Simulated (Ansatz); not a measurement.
**What NaMgBr3 (model cell, started as cubic perovskite with Mg in the octahedra) distorts into**

Which phase does NaMgBr3 (model cell, started as cubic perovskite with Mg in the octahedra) fall into along its unstable mode, and how much energy does it gain?

Method: DFT PBE, scalar-relativistic, plane waves, PAW, in Ansatz 0.2.0.

This is a report of a sequence of runs, with most program output left out.

The structure was built from a prototype and need not be the compound's stable phase.

### 1. Set-up

Symmetry: Pm-3m, No. 221, cubic system. Conventional cell: a = 5.313 Å, b = 5.313 Å, c = 5.313 Å, α = 90.00°, β = 90.00°, γ = 90.00°. Na has 12 Br at 3.76 Å nearest. Nearest to Mg lie 6 Br at 2.66 Å. Nearest to Br lie 2 Mg at 2.66 Å and 4 Na at 3.76 Å. Farther neighbours and most contacts between anions are not listed.

### 2. The dispersion

The cell comes from relaxations at this level that are not shown. Stability and thermal properties need the whole zone. Linear response on a 2×2×2 q mesh gives force constants as far as a supercell of that size would, and the tensors from the zone-centre run are typed in so that the long-range dipole term is interpolated apart.

File input.yaml:

```yaml
crystal:
  lattice:
    - [5.3131069714, 0.0, 0.0]
    - [0.0, 5.3131069714, 0.0]
    - [0.0, 0.0, 5.3131069714]
  atoms:
    - { symbol: Na, position: [0.0, 0.0, 0.0] }
    - { symbol: Mg, position: [0.5, 0.5, 0.5] }
    - { symbol: Br, position: [0.5, 0.5, 0.0] }
    - { symbol: Br, position: [0.5, 0.0, 0.5] }
    - { symbol: Br, position: [0.0, 0.5, 0.5] }
kpoints:
  mp_grid: { grid: [4, 4, 4] }
hamiltonian:
  xc: pbe
scf:
  occupations: { method: fixed }
output:
  eigenvalues: true
phonons:
  method: dfpt
  qmesh: [2, 2, 2]
  temperatures: { t_max: 1000, t_step: 50 }
  qpath:
    path:
      - [[0.0, 0.0, 0.0], [0.0, 0.5, 0.0], [0.5, 0.5, 0.0], [0.0, 0.0, 0.0], [0.5, 0.5, 0.5], [0.0, 0.5, 0.0]]
      - [[0.5, 0.5, 0.5], [0.5, 0.5, 0.0]]
    npoints: 10
  non_analytic_term:
    high_frequency_dielectric_tensor: [[3.1543, 0.0, 0.0], [0.0, 3.1543, 0.0], [0.0, 0.0, 3.1543]]
    born_effective_charges:
      - { species: Na, tensor: [[1.3661, 0.0, 0.0], [0.0, 1.3661, 0.0], [0.0, 0.0, 1.3661]] }
      - { species: Mg, tensor: [[2.4355, 0.0, 0.0], [0.0, 2.4355, 0.0], [0.0, 0.0, 2.4355]] }
      - { species: Br, tensor: [[-0.8514, 0.0, 0.0], [0.0, -0.8514, 0.0], [0.0, 0.0, -2.0989]] }
      - { species: Br, tensor: [[-0.8514, 0.0, 0.0], [0.0, -2.0989, 0.0], [0.0, 0.0, -0.8514]] }
      - { species: Br, tensor: [[-2.0989, 0.0, 0.0], [0.0, -0.8514, 0.0], [0.0, 0.0, -0.8514]] }
    source: "zone-centre run at this cell"
```

On the command line:

```sh
$ ansatz run input.yaml --threads 4 --pin off --max-ram 14336MiB --backend cpu --events-out ev --progress --plain --runs-dir out
```

The job ended after 47 s (4 threads of Arm Neoverse V2, shared host; peak memory 0.68 GiB; 3 min of CPU time).

A gap read on the k-mesh alone can miss the band edges.

This step gave:

```
gap on the k-mesh                                       : 2.752 eV
volume per atom                                         : 30.00 Å³
sum-rule residual before enforcement                    : 1.29e-4 eV/Å²
lowest frequency on the path                            : -78.87 cm⁻¹
point group                                             : m-3m
highest frequency on the path or at a solved wavevector : 272.3 cm⁻¹
highest optical mode at the zone centre (no LO-TO term) : 203.0 cm⁻¹
lowest optical zone-centre mode                         : -78.87 cm⁻¹
lowest mode on the q mesh (acoustic modes at Γ apart)   : -78.87 cm⁻¹
```

Frequencies (cm⁻¹) solved at each irreducible wavevector; negative means imaginary. Frequencies by wavevector, by row:

```
q in reciprocal lattice units  star  mode 1  mode 2  mode 3  mode 4  mode 13  mode 14  mode 15
                        0 0 0     1   -78.9   -78.9   -78.9       0      203      203      203
                     0 0 -0.5     3   -73.2   -73.2    11.5    11.5    202.3    202.3    240.4
                  0 -0.5 -0.5     3   -67.9   -67.9   -64.9   -57.8    201.8    248.6    248.6
               -0.5 -0.5 -0.5     1   -74.3   -74.3   -74.3     -58    253.3    253.3    253.3
```

Interpolated from a 2×2×2 q mesh, with the LO-TO term (at Γ the limit along the path; where Γ stands inside the path, tables give the limit on arrival). Phonon branches along the path, in cm⁻¹:

```
    point  branch 1  branch 2  branch 3  branch 4  branch 12  branch 13  branch 14  branch 15
        Γ       -79       -79       -21         0         99        203        203        272
  halfway       -76       -76        15        15        124        203        203        260
        X       -73       -73        12        12        164        202        202        240
  halfway       -72       -69       -45       -39        156        202        229        244
        M       -68       -68       -65       -58        173        202        249        249
  halfway       -73       -71       -41       -28        134        202        209        257
        Γ       -79       -79       -21         0         99        203        203        272
  halfway       -71       -71       -50       -33        144        214        214        255
        R       -74       -74       -74       -58        185        253        253        253
  halfway       -71       -70       -58       -44        159        218        236        247
        X       -73       -73        12        12        164        202        202        240
jump to R       -74       -74       -74       -58        185        253        253        253
  halfway       -70       -70       -70       -58        173        228        251        251
        M       -68       -68       -65       -58        173        202        249        249
```

Symmetry leaves 4 wavevectors to solve. The lowest mode among them, the acoustic zeros apart, lies at Γ and is imaginary, 78.9i cm⁻¹, so the energy falls along it.

### 3. The mode frozen in, largest atomic shift 0 Å

The mode followed lies at Γ with frequency 78.9i cm⁻¹ and is 3-fold degenerate, the softest among the wavevectors solved. At small amplitude the distorted cell has space group no. 99 by a symmetry search on the positions. The undistorted cell that holds it gives the zero of energy on the same k mesh.

input.yaml, the sections that differ from step 2:

```yaml
scf:
  occupations: { method: gaussian, width: 0.02 }
output:
  forces: true
  stress: true
  eigenvalues: true
# crystal, kpoints, hamiltonian: as in step 2
# phonons: removed
```

It took 1.1 s on 4 threads; peak memory 0.39 GiB.

This step gave:

```
pressure                         : 0.005505 GPa
energy from the undistorted cell : 0 meV/atom
```

At this level the gap is 2.75 eV on the k-mesh of the self-consistent run, which can miss the band edges.

### 4. The mode frozen in, largest atomic shift 0.6 Å

The atoms are moved along the unstable eigenvector, the largest shift by 0.6 Å, with the cell fixed.

input.yaml, the sections that differ from step 3:

```yaml
crystal:
  lattice:
    - [5.3131069714, 0.0, 0.0]
    - [0.0, 5.3131069714, 0.0]
    - [0.0, 0.0, 5.3131069714]
  atoms:
    - { symbol: Na, position: [0.0, 0.112928274, 0.0] }
    - { symbol: Mg, position: [0.5, 0.5027016558, 0.5] }
    - { symbol: Br, position: [0.5, 0.4849578588, 0.0] }
    - { symbol: Br, position: [0.5, -0.0032289273, 0.5] }
    - { symbol: Br, position: [0.0, 0.4849578588, 0.5] }
# kpoints, hamiltonian, scf, output: as in step 3
```

Wall time 1.2 s (4 threads); peak memory 0.38 GiB; 4.3 s of CPU time.

This step gave:

| Property | Result |
| --- | --- |
| pressure | 0.2575 GPa |
| gap on the k-mesh | 2.715 eV |
| energy from the undistorted cell | -17.04 meV/atom |

The energy, extrapolated to zero smearing, is -17.04 meV/atom against the undistorted cell.

The run ends at a pressure of 0.26 GPa, with forces up to 0.19 eV/Å.

### 5. Energy along the mode, all amplitudes (two of the runs are shown above)

An imaginary frequency means negative curvature, so the energy should fall and then rise again as anharmonic terms take over.

Numbers from this step:

| Quantity | Value |
| --- | --- |
| depth at the lowest point sampled | 17.04 meV/atom |
| largest atomic shift at that point | 0.6 Å |

Table of energy from the parent by largest atomic shift:

```
largest atomic shift (Å)  energy from the parent (meV/atom)
                   0.000                                  0
                   0.040                             -0.095
                   0.080                             -0.378
                   0.140                              -1.15
                   0.220                              -2.79
                   0.320                              -5.71
                   0.450                              -10.6
                   0.600                              -17.0
```

Displacement at unit largest shift by atom:

```
atom  x (Å)  y (Å)  z (Å)  size
 Na1   0.00   1.00   0.00  1.00
 Mg2   0.00   0.02   0.00  0.02
 Br3   0.00  -0.13   0.00  0.13
 Br4   0.00  -0.03   0.00  0.03
 Br5   0.00  -0.13   0.00  0.13
```

The lowest of the steps tried is the last one, at 0.6 Å, 17.0 meV/atom below the parent; the bottom of the well need not coincide with a step.

### 6. Relaxing from the distorted cell

Starting from the lowest point found, all atoms and the cell are let go, so that strain and other modes of the same symmetry can join in.

Changes to input.yaml since step 4:

```diff
@@ -16,3 +16,3 @@
 scf:
-  occupations: { method: gaussian, width: 0.02 }
+  occupations: { method: fixed }
 output:
@@ -21 +21,6 @@
   eigenvalues: true
+relax:
+  adjacent_minimum: "off"
+  f_tol: 0.002
+  max_steps: 120
+  cell: { stress_tol: 0.03 }
```

Elapsed: 10 s, on 4 threads; peak memory 0.43 GiB; 38 s of CPU time.

Step by step:

```
step  energy less that of the first step (eV)  largest force component (eV/Å)  pressure (GPa)  volume (Å³)
   1                                   0.0000                          0.1922            0.26       149.98
   2                                  -0.0192                          0.1921           -0.01       152.00
   3                                  -0.0612                          0.1125            0.15       152.79
   4                                  -0.0773                          0.0590            0.16       155.02
   5                                  -0.0794                          0.0155            0.03       156.05
   6                                  -0.0795                          0.0007            0.00       156.17
  7*                                  -0.0797                          0.0006           -0.01       156.17
```

Relaxation steps marked * repeat the geometry before them on a plane-wave basis chosen anew for their cell, so energy and pressure can jump there.

The run keeps the 8 symmetry operations that it works with, so distortions that break them were not tested.

```
conventional cell, symmetrised  before  after  change
                         a (Å)   5.313  5.392  +1.5 %
                         b (Å)   5.313  5.392  +1.5 %
                         c (Å)   5.313  5.372  +1.1 %
              volume (Å³/atom)   30.00  31.23  +4.1 %
```

The atoms that moved most (Å, as changes of fractional coordinates times the final cell):

```
atom     dx      dy     dz  length
 Na1  0.000   0.481  0.000   0.481
 Br3  0.000  -0.149  0.000   0.149
 Br5  0.000  -0.149  0.000   0.149
 Br4  0.000  -0.113  0.000   0.113
 Mg2  0.000  -0.070  0.000   0.070
```

Final coordinates:

```xyz
5
Lattice="5.3918 0.0000 0.0000 0.0000 5.3718 0.0000 0.0000 0.0000 5.3918" Properties=species:S:1:pos:R:3 pbc="T T T"
Na    0.0000    1.0873    0.0000
Mg    2.6959    2.6305    2.6959
Br    2.6959    2.4561    0.0000
Br    2.6959   -0.1301    2.6959
Br    0.0000    2.4561    2.6959
```

Numbers from this step:

```
pressure          : -0.006419 GPa
gap on the k-mesh : 2.456 eV
volume per atom   : 31.23 Å³
```

The distorted start has space group P4mm; the relaxation ends in P4mm.

### 7. The new phase in its own primitive cell

The relaxed structure is symmetrised, reduced to its primitive cell and relaxed tightly, as its phonons need.

input.yaml, the sections that differ from step 6:

```yaml
crystal:
  lattice:
    - [5.391798632, 0.0, 0.0]
    - [0.0, 5.391798632, 0.0]
    - [0.0, 0.0, 5.3717829946]
  atoms:
    - { symbol: Na, position: [0.0, 0.0, 0.7975815552] }
    - { symbol: Mg, position: [0.5, 0.5, 0.510320291] }
    - { symbol: Br, position: [0.5, 0.0, 0.5427810839] }
    - { symbol: Br, position: [0.5, 0.5, 0.024219266] }
    - { symbol: Br, position: [0.0, 0.5, 0.5427810839] }
relax:
  adjacent_minimum: "off"
  f_tol: 0.001
  max_steps: 60
  cell: { stress_tol: 0.01 }
# kpoints, hamiltonian, scf, output: as in step 6
```

Run time: 3.3 s. Hardware: 4 threads; peak memory 0.43 GiB.

Little changed from the start: no atom moved by 0.005 Å and no cell edge by 0.1 %.

This step gave:

| Item | Value |
| --- | --- |
| pressure | -0.006418 GPa |
| direct gap on mesh | 2.911 eV |

The largest force component left is 0.62 meV/Å and the pressure is -0.006 GPa, within the tolerances set. The cell now holds 31.23 Å³/atom.

### 8. Modes of the new phase

A relaxed structure may still be a saddle point, so its zone-centre modes are computed. The response to a homogeneous field gives the Born charges and the dielectric tensor.

Changes to input.yaml since step 7:

```diff
@@ -18,9 +18,6 @@
 output:
-  forces: true
-  stress: true
   eigenvalues: true
-relax:
-  adjacent_minimum: "off"
-  f_tol: 0.001
-  max_steps: 60
-  cell: { stress_tol: 0.01 }
+phonons:
+  method: dfpt
+  dielectric: true
+  rigid_motions: translations
```

The job ended after 43 s (4 threads; peak memory 0.93 GiB; 2.7 min of CPU time).

Numbers from this step:

| Property | Result |
| --- | --- |
| sum-rule residual before enforcement | 4.10e-4 eV/Å² |
| miss of the charge sum rule | 0.001537 e |
| estimated error of the dielectric tensor | 0.006584 |
| estimated error of the Born charges | 0.01196 e |
| point group | 4mm |
| highest optical mode at the zone centre (no LO-TO term) | 181.9 cm⁻¹ |
| lowest optical zone-centre mode | 24.71 cm⁻¹ |
| mean high-frequency dielectric constant | 3.020 |
| largest Born charge (third of the trace) | 2.473 e |
| mean static dielectric constant | 17.88 |
| top of the zone-centre spectrum with the field | 260.9 cm⁻¹ |

Without the LO-TO term. Patterns of degenerate modes are one choice out of their space. The modes at Γ (shares of kinetic energy by element, %):

```
mode  frequency (cm⁻¹)  symmetry  Na %  Mg %  Br %
   1               0.0  acoustic     8     8    84
   2               0.0  acoustic     8     8    84
   3               0.0  acoustic     8     8    84
   4              24.7         E    18     0    82
   5              24.7         E    18     0    82
   6              52.9        B1     0     0   100
   7              78.5        A1    16    31    53
   8              86.9         E     8    34    58
   9              86.9         E     8    34    58
  10              92.2        A1    76     4    20
  11             106.2         E    65     2    33
  12             106.2         E    65     2    33
  13             174.2         E     0    56    44
  14             174.2         E     0    56    44
  15             181.9        A1     0    57    43
```

Displacements in mode 4 (24.7 cm⁻¹), the largest set to 1:
```
Na1 -1.00  0.00  0.00
Mg2 -0.12  0.00  0.00
Br3 -0.64  0.00  0.00
Br4  0.95  0.00  0.00
Br5  0.01  0.00  0.00
```

Displacements in mode 10 (92.2 cm⁻¹), the largest set to 1:
```
Na1  0.00  0.00  1.00
Mg2  0.00  0.00  0.22
Br3  0.00  0.00 -0.19
Br4  0.00  0.00  0.04
Br5  0.00  0.00 -0.19
```

Optical modes at the zone centre, without and with the macroscopic field of the longitudinal modes; each column is sorted by frequency, so a row need not hold one and the same mode. Modes with and without the field, by row:

```
rank among optical modes  no field (cm⁻¹)  q along (1, 0, 0) (cm⁻¹)  q along (0, 0, 1) (cm⁻¹)
                       1             24.7                      24.7                      24.7
                       2             24.7                      36.6                      24.7
                       3             52.9                      52.9                      52.9
                       4             78.5                      78.5                      79.7
                       5             86.9                      86.9                      86.9
                       6             86.9                      89.3                      86.9
                       7             92.2                      92.2                     106.2
                       8            106.2                     106.2                     106.2
                       9            106.2                     128.6                     113.8
                      10            174.2                     174.2                     174.2
                      11            174.2                     181.9                     174.2
                      12            181.9                     253.9                     260.9
```

Born charge (rows field, columns displacement) (e), principal values of the symmetric part by kind of site:

```
atom  atoms with these values    low  middle   high   mean
 Na1                        1   0.97    1.30   1.30   1.19
 Mg2                        1   2.44    2.44   2.53   2.47
 Br3                        2  -2.06   -0.93  -0.64  -1.21
 Br4                        1  -2.23   -0.76  -0.76  -1.25
```

In full for Br3:

```
-0.93  0.00  0.00
 0.00 -2.06  0.00
 0.00  0.00 -0.64
```

High-frequency dielectric tensor:

```
3.03 0.00 0.00
0.00 3.03 0.00
0.00 0.00 2.99
```

Static dielectric tensor (ions relaxed, fixed cell):

```
21.97  0.00  0.00
 0.00 21.97  0.00
 0.00  0.00  9.68
```

Transverse modes. Infrared lines, with heights relative to the strongest:

```
position (cm⁻¹)  label  relative intensity
             25      E                  11
             53     B1                 0.0
             78     A1                 2.6
             87      E                  10
             92     A1                  21
            106      E                  51
            174      E                 100
            182     A1                  59
```

Before it was imposed, the acoustic sum rule was missed by 4.1e-4 eV/Å² and the charge sum rule by 0.0015 e. Small misses are needed for a sound result but don't prove that mesh and cutoff are converged. The lowest optical mode is real, 24.7 cm⁻¹.

The log warns of the k mesh: “the force constants stand on the 4×4×4 k-mesh, whose period is 12.63 times the interband length at k = (0.0000, 0.0000, 0.0000), direct gap 2.911 eV, under 14: take them and everything formed from them as unconverged”.

### 9. Results

| Property | Result |
| --- | --- |
| unstable mode of the parent | q = (0, 0, 0), 79i cm⁻¹ |
| depth at the lowest point sampled | 17.0 meV/atom |
| largest atomic shift at that point | 0.6 Å |
| space group reached (within 0.01 Å) | P4mm |
| energy gained over the parent (first relaxation, on the mesh of the frozen mode) | 33.0 meV/atom |
| volume per atom, phase reached | 31.2 Å³ |
| gap on the k-mesh, phase reached | 2.46 eV |
| lowest optical zone-centre mode, phase reached | 24.7 cm⁻¹ |
| highest optical mode at the zone centre (no LO-TO term), phase reached | 182 cm⁻¹ |

**Reading.** Along this mode the structure falls into P4mm, 33.0 meV/atom below the parent. At the parent's cell the well is 17.04 meV/atom deep on the steps tried, with its lowest point at a shift of 0.6 Å. That is the last step tried, so the steps alone don't bracket the bottom of the well. Relaxing atoms and cell changes the gain by +15.95 meV/atom against the lowest step (energies at zero smearing). The new phase has no imaginary mode at the zone centre of its cell; other wavevectors were not checked. Of the 9 patterns followed to their end from this parent, this one ends 63.6 meV/atom above the lowest, Imma. Each path keeps the symmetry of its pattern, so a lower phase may lie along a pattern not tried. With the field response the log warns that the k mesh is coarse for the force constants too, so the frequencies may not be converged. The starting cell was built on a prototype and not taken from a measurement, so the phase need not exist.

[Logs are printed without paths, hosts, clocks, repeated set-up lines and the standing remarks that a program may print on its own settings, such as how far it seeks lower states.]

[Hosts, paths, dates, database ids (printed as entryN), source tags and the programs' standing remarks are cut or masked in the printed files.]
